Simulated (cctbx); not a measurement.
# Accept or mend?

Cell a = 8.0060 Å, b = 12.9310 Å, c = 10.4220 Å, α = 90.00°, β = 127.32°, γ = 90.00°; space group P2_1/c (no. 14). The compound is K3InSeS2.

Simulated single-crystal data (cctbx): Cu Kα, λ = 1.54184 Å, to d = 0.8 Å, 70 % of the full sphere, strongest reflection 20000 counts, noise from counting, a 6 % proportional error and a noise floor of 4 counts (s.d.); no absorption.

An anisotropic refinement with weights 1/σ² prints:

```text
Rint 0.041, 1725 unique reflections to 0.80 A
cycle     R1     wR2    GooF  max shift (A)
   1  0.3054  0.6413  12.587   0.03068
   3  0.2961  0.6134  12.041   0.00001
final R1 0.2961 wR2 0.6134 GooF 12.041  parameters 54  data/parameter 31.9
atom        x        y        z      Ueq    occ   su(xyz)  su(Uiso or U11)
In1    0.05696  0.93940  0.15986   0.0057  1.000  0.00038  0.0017
Se1    0.14419  0.39042  0.61605   0.0056  1.000  0.00057  0.0023
K1     0.87120  0.69675  0.08284   0.0070  1.000  0.00122  0.0035  NPD
K2     0.37874  0.87107  0.02742   0.0096  1.000  0.00133  0.0045
S1     0.35077  0.82150  0.31723   0.0140  1.000  0.00156  0.0050
S2     0.13127  0.45496  0.23606   0.0103  1.000  0.00162  0.0049
difference map: max 66.22 min -5.33 rms 2.82
Q1    0.3544  0.5828  0.1074    4   66.65  3.24 A from Se1
Q2    0.0571  0.5631  0.6601    4   55.80  0.03 A from In1
Q3    0.1451  0.1076  0.1150    4   39.55  0.03 A from Se1
Q4    0.1239  0.1902  0.4093    4   18.59  0.11 A from K1
Q5    0.3698  0.6271  0.5193    4   18.34  0.07 A from K2
Q6    0.3663  0.6734  0.8285    4   15.94  0.13 A from S1
```

Q: Accept it or mend it, and why?

Mend it. The fault: an atom left out, K at (0.3543, 0.5830, 0.1071). Against the right model at the same level, R1 goes from 0.0180 to 0.2961 and GooF from 0.91 to 12.04, U of In1 shrinks from 0.0119 to 0.0057 Å², the top difference peak, 66.7 e/Å³, lies 3.24 Å from Se1 and K1 goes non-positive-definite. Q1 is the missing atom. With scattering power missing, scale and phases suffer, so peaks may also grow on the heavy atoms.

The compound is K3InSeS2. The right model at the same level gives:

```text
Rint 0.041, 1725 unique reflections to 0.80 A
cycle     R1     wR2    GooF  max shift (A)
   1  0.0182  0.0464   0.913   0.00018
   2  0.0180  0.0461   0.906   0.00000
final R1 0.0180 wR2 0.0461 GooF 0.906  parameters 63  data/parameter 27.4
atom        x        y        z      Ueq    occ   su(xyz)  su(Uiso or U11)
In1    0.05621  0.93878  0.15929   0.0119  1.000  0.00002  0.0001
Se1    0.14480  0.39089  0.61630   0.0106  1.000  0.00004  0.0001
K1     0.87189  0.69469  0.08455   0.0127  1.000  0.00008  0.0002
K2     0.37583  0.87129  0.02496   0.0153  1.000  0.00008  0.0003
K3     0.35426  0.58299  0.10710   0.0152  1.000  0.00008  0.0002
S1     0.35381  0.82229  0.31895   0.0176  1.000  0.00010  0.0003
S2     0.12903  0.45524  0.23620   0.0174  1.000  0.00010  0.0003
difference map: max 0.53 min -0.54 rms 0.13
Q1    0.3447  0.0686  0.3439    4    0.55  1.96 A from Se1
Q2    0.4060  0.0243  0.7817    4    0.52  1.98 A from S2
Q3    0.1611  0.6247  0.3506    4    0.49  1.57 A from K2
Q4    0.4704  0.6417  0.8126    4    0.46  1.08 A from S1
Q5    0.3571  0.1880  0.6169    4    0.45  1.76 A from K1
Q6    0.4942  0.2409  0.0656    4    0.45  1.50 A from S1
```

Isotropic U is held between 0.0001 and 1 Å² by the program, and listed peak heights are interpolated, so they can pass the grid's maximum.

The model is made up (kin elements in a known structure type, no relaxation), so it says nothing on whether the phase exists.

[Middle refinement cycles are left out of these outputs.]

[Logs are printed without paths, hosts, clocks, repeated set-up lines and the standing remarks that a program may print on its own settings, such as how far it seeks lower states.]
